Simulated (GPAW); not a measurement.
# A GW chain in GPAW: InHO2 (Pmn2_1)

Wanted: ground state, empty states, screening and self-energy for InHO2 (Pmn2_1).

Main program and level: GPAW 26.7.0; LDA and many-body steps on it, plane waves.

Report form: inputs, costs, results and the conclusion, without the logs.

## 1. The structure

Symmetry: Pmn2_1, No. 31, orthorhombic system. Conventional cell: a = 3.270 Å, b = 4.560 Å, c = 5.260 Å, α = 90.00°, β = 90.00°, γ = 90.00°. Nearest to In lie 6 O at 2.14 to 2.22 Å. H has 1 O at 1.08 Å nearest. Nearest to O lie 1 H at 1.08 Å and 3 In at 2.20 to 2.22 Å. O has 1 H at 1.47 Å and 3 In at 2.14 Å nearest. Farther neighbours, and contacts between anions beyond the nearest, are not listed.

Coordinates:

```
In H O
1.0
     3.27000    0.00000    0.00000
     0.00000    4.56000    0.00000
     0.00000    0.00000    5.26000
In H O
2 2 4
Direct
  0.00000 0.73562 0.00000
  0.50000 0.26438 0.50000
  0.00000 0.78700 0.48000
  0.50000 0.21300 0.98000
  0.00000 0.98200 0.36400
  0.50000 0.01800 0.86400
  0.00000 0.52200 0.63800
  0.50000 0.47800 0.13800
```

The cell and positions come from the Crystallography Open Database and are kept as given unless a step says otherwise.

## 2. Ground state

This step: GPAW 26.7.0; DFT, LDA, plane waves, PAW.

The ground-state density comes first.

Input file run.py:

```python
import json
import numpy as np
from gpaw.mpi import world
from ase import Atoms
from gpaw import GPAW, PW, FermiDirac

atoms = Atoms(['In', 'In', 'H', 'H', 'O', 'O', 'O', 'O'],
    cell=[[3.2700000000, 0.0000000000, 0.0000000000],
      [0.0000000000, 4.5600000000, 0.0000000000],
      [0.0000000000, 0.0000000000, 5.2600000000]],
    scaled_positions=[[0.0000000000, 0.7356200000, 0.0000000000],
      [0.5000000000, 0.2643800000, 0.5000000000],
      [0.0000000000, 0.7870000000, 0.4800000000],
      [0.5000000000, 0.2130000000, 0.9800000000],
      [0.0000000000, 0.9820000000, 0.3640000000],
      [0.5000000000, 0.0180000000, 0.8640000000],
      [0.0000000000, 0.5220000000, 0.6380000000],
      [0.5000000000, 0.4780000000, 0.1380000000]],
    pbc=(True, True, True))
calc = GPAW(mode=PW(600),
    xc='LDA',
    kpts={'size': (8, 6, 4), 'gamma': True},
    occupations=FermiDirac(0.001),
    nbands=-10,
    convergence={'density': 1e-6, 'bands': -3},
    maxiter=100,
    txt='gs.txt')
atoms.calc = calc
res = {'energy': atoms.get_potential_energy()}
kpts = calc.get_ibz_k_points()
res['kpts'] = kpts
res['eigenvalues'] = [calc.get_eigenvalues(kpt=k) for k in range(len(kpts))]
res['n_electrons'] = calc.get_number_of_electrons()
calc.write('gs.gpw')

if world.rank == 0:
    with open('result.json', 'w') as f:
        json.dump(res, f, default=lambda x: x.tolist())
```

The run is started by

```
mpirun -n 4 gpaw python run.py
```

Run time: 80 s. Hardware: 4 MPI ranks of Arm Neoverse V2, shared host; peak memory 0.86 GiB; 5.3 min of CPU time.

Read from the output:

```yaml
total_energy: -49.31 eV
gap: 2.043 eV
k_of_the_valence_top: 0, 0, 0
k_of_the_conduction_bottom: 0, 0, 0
least_direct_gap: 2.043 eV
```

The gap is direct, at Γ.

## 3. Empty states on the mesh, 4×2×2 mesh, 188 bands

The sums over transitions need many empty states on a uniform mesh; this step solves for them.

Input file run.py:

```python
import json
import numpy as np
from gpaw.mpi import world
from gpaw import GPAW

calc = GPAW('gs.gpw').fixed_density(kpts={'size': (4, 2, 2), 'gamma': True},
    parallel={'domain': 1, 'band': 1},
    txt='nscf.txt')
calc.diagonalize_full_hamiltonian(nbands=188)
calc.write('full.gpw', mode='all')
res = {}
kpts = calc.get_ibz_k_points()
res['kpts'] = kpts
res['eigenvalues'] = [calc.get_eigenvalues(kpt=k) for k in range(len(kpts))]
res['n_electrons'] = calc.get_number_of_electrons()

if world.rank == 0:
    with open('result.json', 'w') as f:
        json.dump(res, f, default=lambda x: x.tolist())
```

The run is started by

```
mpirun -n 4 gpaw python run.py
```

Wall time 58 s (4 MPI ranks); peak memory 2.9 GiB; 3.9 min of CPU time.

Read from the output:

- gap: 2.043 eV
- k of the valence top: 0, 0, 0
- k of the conduction bottom: 0, 0, 0
- least direct gap: 2.043 eV
- k points computed: 12
- lowest point of the top converged band, above the valence top: 83.9356 eV

On this mesh the gap is 2.043 eV.

## 4. Screening and self-energy, 4×2×2 mesh, 82 bands, screening to 60 eV

G0W0 replaces the xc potential by the self-energy, built once from these orbitals. Only a window of levels is corrected, while the sums run over the empty bands that the input names.

This step: G0W0 on LDA, plane waves, PAW.

Input file run.py:

```python
import json
import numpy as np
from gpaw.mpi import world
from gpaw.response.g0w0 import G0W0

gw = G0W0('full.gpw',
    filename='gw',
    kpts=[0],
    bands=(24, 28),
    ecut=60,
    nbands=82,
    integrate_gamma='WS',
    ppa=True)
gw.calculate()
res = {mode: {k: v for k, v in r.items() if k != 'sigma_eskwn'}
       for mode, r in gw.all_results.items()}

if world.rank == 0:
    with open('result.json', 'w') as f:
        json.dump(res, f, default=lambda x: x.tolist())
```

The run is started by

```
mpirun -n 4 gpaw python run.py
```

Run time: 17 s. Hardware: 4 MPI ranks; peak memory 1.2 GiB; 68 s of CPU time.

This step gave:

| Property | Result |
| --- | --- |
| G0W0 gap on the mesh | 3.566 eV |
| least direct G0W0 gap on the computed points | 3.566 eV |
| Z at the valence top | 0.7882 |
| Z at the conduction bottom | 0.8402 |
| starting gap on the mesh | 2.043 eV |
| k of the valence top | 0, 0, 0 |
| k of the conduction bottom | 0, 0, 0 |

The gap on the mesh goes from 2.04 eV to 3.57 eV, a correction of +1.52 eV.

Limits: finite bands, cutoff and mesh; no spin-orbit coupling; coarse k mesh. v1 is the top filled band, c1 the lowest empty one. The levels before and after the correction (eV, zero at the valence-band top of each column):

```tsv
	conduction bottom	valence top
Kohn-Sham	2.04	0.00
G0W0	3.57	0.00
```

```tsv
	level	energy (eV)
Kohn-Sham	Γ v2	-0.016
Kohn-Sham	Γ v1	0.000
Kohn-Sham	Γ c1	2.043
Kohn-Sham	Γ c2	6.871
G0W0	Γ v2	-0.062
G0W0	Γ v1	0.000
G0W0	Γ c1	3.566
G0W0	Γ c2	9.196
```

## 5. Where the time went

Times are wall times on 4 MPI ranks of Arm Neoverse V2, shared host, good to a factor of about two.

```tsv
step	time	share	memory (GiB)
ground state	80 s	52 %	0.86
empty states on the mesh	58 s	37 %	2.9
screening and self-energy	17 s	11 %	1.2
```

## 6. Outcome

```yaml
lda_gap: 2.04 eV, direct
g0w0_gap_on_the_mesh: 3.57 eV
gw_settings: 4×2×2 mesh, 82 bands, screening to 60 eV, Godby-Needs plasmon pole
known_limits: short of the basis limit; no spin-orbit coupling; coarse k mesh
```

**Reading.** G0W0 moves the gap on the mesh from 2.04 eV to 3.57 eV (+1.52 eV), with Z of 0.79 and 0.84 at the edges. Bands and cutoff are finite, so the gap stands short of the basis limit, usually by up to a few tenths of an eV; the mesh is an error of its own. The 4×2×2 mesh is coarse for this cell, which bears on the long-range parts of exchange and screening. The many-body steps are scalar-relativistic: spin-orbit coupling is not in them.

[Long decimals in the printed logs are rounded to 6 places.]

[Logs are printed without paths, hosts, clocks, repeated set-up lines and the standing remarks that a program may print on its own settings, such as how far it seeks lower states.]

[Paths, hosts, dates, memory and timing lines, banners, echoed tables and standing remarks are left out of the program output; an Ansatz launch command may be rebuilt from the run's recorded settings. Measured values are a selection of at most five: reports struck by readers or far from the other reports are left out. None is set beside runs whose start may be inverted or whose files or cutoffs have a known fault.]

[Runs of the session that timed out or met a known fault of the program may be left out.]

[Hosts, paths, dates, database ids (printed as entryN), source tags and the programs' standing remarks are cut or masked in the printed files.]

[Where the starting crystal was built by hand or by swapping elements, it need not be the compound's stable phase.]
